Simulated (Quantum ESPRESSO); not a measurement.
# Grüneisen parameters and expansion of Al (Fm-3m), part 3 of 7

Aim: how the vibrations of Al shift with volume, and the expansion that follows.

What experiment has found for this phase:
- volume expansion coefficient 69 1e-6/K and heat capacity C_P per formula unit 24.2 J/mol/K near room temperature (given in “High-Throughput Prediction of Finite-Temperature Properties using the Quasi-Harmonic Approximation”, 2016, arXiv:1603.06924)

Quantum ESPRESSO 7.5; DFT PBE+D3(BJ), scalar-relativistic, plane waves, GBRV ultrasoft pseudopotentials.

So far. Step 2 (A first coarse run): The start is under -3.8 GPa at this level and looks like a metal on this mesh. Step 3 (Relaxation): After the last step pw.x solved the final cell once more on a basis chosen for it, which moves the energy without moving the atoms.

### 4. Ground state at this cell

A tight ground state at this cell gives the energy of this member; its pressure is the stress at this cutoff, which can carry an offset from the finite basis.

scf.in

```
&CONTROL
  calculation = 'scf'
  prefix      = 'x'
  outdir      = './tmp'
  pseudo_dir  = './pseudo'
  tprnfor     = .true.
  tstress     = .true.
/
&SYSTEM
  ibrav           = 0
  nat             = 1
  ntyp            = 1
  ecutwfc         = 40.0
  ecutrho         = 240.0
  occupations     = 'smearing'
  smearing        = 'mv'
  degauss         = 0.02
  vdw_corr        = 'grimme-d3'
  dftd3_version   = 4
  dftd3_threebody = .false.
/
&ELECTRONS
  conv_thr         = 1.0d-12
  mixing_beta      = 0.7
  electron_maxstep = 100
/
ATOMIC_SPECIES
 Al     26.9815  Al.upf
CELL_PARAMETERS angstrom
     0.000000000    1.991261401    1.991261401
     1.991261401    0.000000000    1.991261401
     1.991261401    1.991261401    0.000000000
ATOMIC_POSITIONS crystal
 Al     0.000000000   0.000000000   0.000000000
K_POINTS automatic
 16 16 16 0 0 0
```

Command:

```bash
OMP_NUM_THREADS=1 mpirun -n 8 pw.x -nk 8 -in scf.in > scf.out
```

What it wrote:

```text
[banner, memory and clock lines left out]
Program PWSCF v.7.5

     Message from routine setup:
     using ibrav=0 with symmetry is DISCOURAGED, use correct ibrav instead

     G-vector sticks info

     bravais-lattice index     =            0
     lattice parameter (alat)  =       5.3216  a.u.
     unit-cell volume          =     106.5642 (a.u.)^3
     number of atoms/cell      =            1
     number of atomic types    =            1
     number of electrons       =         3.00
     number of Kohn-Sham states=            6
     kinetic-energy cutoff     =      40.0000  Ry
     charge density cutoff     =     240.0000  Ry
     scf convergence threshold =      1.0E-12
     mixing beta               =       0.7000
     number of iterations used =            8  plain     mixing
     Exchange-correlation= SLA  PW   PBE  PBE
                           (   1   4   3   4   0   0   0)

     celldm(1)=   5.321599  celldm(2)=   0.000000  celldm(3)=   0.000000
     celldm(4)=   0.000000  celldm(5)=   0.000000  celldm(6)=   0.000000

     crystal axes: (cart. coord. in units of alat)
               a(1) = (   0.000000   0.707107   0.707107 )
               a(2) = (   0.707107   0.000000   0.707107 )
               a(3) = (   0.707107   0.707107   0.000000 )

     reciprocal axes: (cart. coord. in units 2 pi/alat)
               b(1) = ( -0.707107  0.707107  0.707107 )
               b(2) = (  0.707107 -0.707107  0.707107 )
               b(3) = (  0.707107  0.707107 -0.707107 )

     PseudoPot. # 1 for Al read from file:
     ./pseudo/Al.upf
     Pseudo is Ultrasoft + core correction, Zval =  3.0
     Using radial grid of  893 points,  3 beta functions with:
                l(1) =   0
                l(2) =   1
                l(3) =   2
     Q(r) pseudized with  8 coefficients,  rinner =    0.900   0.900   0.900
                                                       0.900   0.900

     atomic species   valence    mass     pseudopotential
     Al                3.00    26.98150     Al( 1.00)

     48 Sym. Ops., with inversion, found

   Cartesian axes

     site n.     atom                  positions (alat units)
         1        Al     tau(   1) = (   0.0000000   0.0000000   0.0000000  )

     DFT-D3 Dispersion Correction (no 3-body):
       Reference C6 values for interpolation:

         atom   Coordination number   C6
         Al         0.000          1081.08
         Al         0.965           875.51
         Al         1.931           513.50
         Al         2.915           307.19

       Values used:

         atom   Coordination number  R0_AB[au]  C6      C8
         Al         9.249            3.789    307.19  29441.29

         Molecular C6 ( Ry / a.u.^6 ) =       307.19

     number of k points=   145  Marzari-Vanderbilt smearing, width (Ry)=  0.0200

     Number of k-points >= 100: set verbosity='high' to print them.

     Dense  grid:     6735 G-vectors     FFT dimensions: (  27,  27,  27)

     Smooth grid:     3695 G-vectors     FFT dimensions: (  24,  24,  24)

     Initial potential from superposition of free atoms

     starting charge       2.9975, renormalised to       3.0000
     Starting wfcs are    4 randomized atomic wfcs +    2 random wfcs

     per-process dynamical memory:    14.4 Mb

     Self-consistent Calculation

     iteration #  1     ecut=    40.00 Ry     beta= 0.70
     Davidson diagonalization with overlap
     ethr =  1.00E-02,  avg # of iterations =  5.5

     Threshold (ethr) on eigenvalues was too large:
     Diagonalizing with lowered threshold

     Davidson diagonalization with overlap
     ethr =  2.05E-04,  avg # of iterations =  2.2

     total energy              =      -6.73333917 Ry
     estimated scf accuracy    <       0.00614465 Ry

     iteration #  2     ecut=    40.00 Ry     beta= 0.70
     Davidson diagonalization with overlap
     ethr =  2.05E-04,  avg # of iterations =  1.0

     total energy              =      -6.73335735 Ry
     estimated scf accuracy    <       0.00037778 Ry

     iteration #  3     ecut=    40.00 Ry     beta= 0.70
     Davidson diagonalization with overlap
     ethr =  1.26E-05,  avg # of iterations =  2.0

     total energy              =      -6.73337017 Ry
     estimated scf accuracy    <       0.00000115 Ry

     iteration #  4     ecut=    40.00 Ry     beta= 0.70
     Davidson diagonalization with overlap
     ethr =  3.85E-08,  avg # of iterations =  2.5

     total energy              =      -6.73337045 Ry
     estimated scf accuracy    <          5.7E-09 Ry

     iteration #  5     ecut=    40.00 Ry     beta= 0.70
     Davidson diagonalization with overlap
     ethr =  1.90E-10,  avg # of iterations =  2.0

     total energy              =      -6.73337045 Ry
     estimated scf accuracy    <          2.9E-10 Ry

     iteration #  6     ecut=    40.00 Ry     beta= 0.70
     Davidson diagonalization with overlap
     ethr =  9.52E-12,  avg # of iterations =  1.1

     total energy              =      -6.73337045 Ry
     estimated scf accuracy    <          2.5E-12 Ry

     iteration #  7     ecut=    40.00 Ry     beta= 0.70
     Davidson diagonalization with overlap
     ethr =  1.00E-13,  avg # of iterations =  1.8

     End of self-consistent calculation

     Number of k-points >= 100: set verbosity='high' to print the bands.

     the Fermi energy is     8.4088 ev

!    total energy              =      -6.73337045 Ry
     estimated scf accuracy    <          8.3E-14 Ry
     smearing contrib. (-TS)   =      -0.00000772 Ry
     internal energy E=F+TS    =      -6.73336273 Ry

     The total energy is F=E-TS. E is the sum of the following terms:
     one-electron contribution =       3.08430145 Ry
     hartree contribution      =       0.00869396 Ry
     xc contribution           =      -4.31756692 Ry
     ewald contribution        =      -5.48291669 Ry
     DFT-D3 Dispersion         =      -0.02587453 Ry

     convergence has been achieved in   7 iterations

     Forces acting on atoms (cartesian axes, Ry/au):

     atom    1 type  1   force =     0.00000000    0.00000000    0.00000000

     Total force =     0.000000     Total SCF correction =     0.000000

     Computing stress (Cartesian axis) and pressure

          total   stress  (Ry/bohr**3)                   (kbar)     P=        0.04
   0.00000026  -0.00000000  -0.00000000            0.04       -0.00       -0.00
   0.00000000   0.00000026  -0.00000000            0.00        0.04       -0.00
  -0.00000000  -0.00000000   0.00000026           -0.00       -0.00        0.04

     XML data file, charge density, pseudopotentials, collected wavefunctions
```

Wall time 2 s (8 MPI ranks of Intel Xeon Platinum 8488C (Sapphire Rapids), shared host).

On a basis chosen for the relaxed cell the pressure is 0.004 GPa, small enough for phonons.

(Continued in part 4 of 7.)

[Logs are printed without paths, hosts, clocks, repeated set-up lines and the standing remarks that a program may print on its own settings, such as how far it seeks lower states.]

[Hosts, paths, dates, database ids (printed as entryN), source tags and the programs' standing remarks are cut or masked in the printed files.]

[A step with changed settings may run another functional than the one named; its input shows which.]

[Of the runs on displaced cells, only some may be shown.]
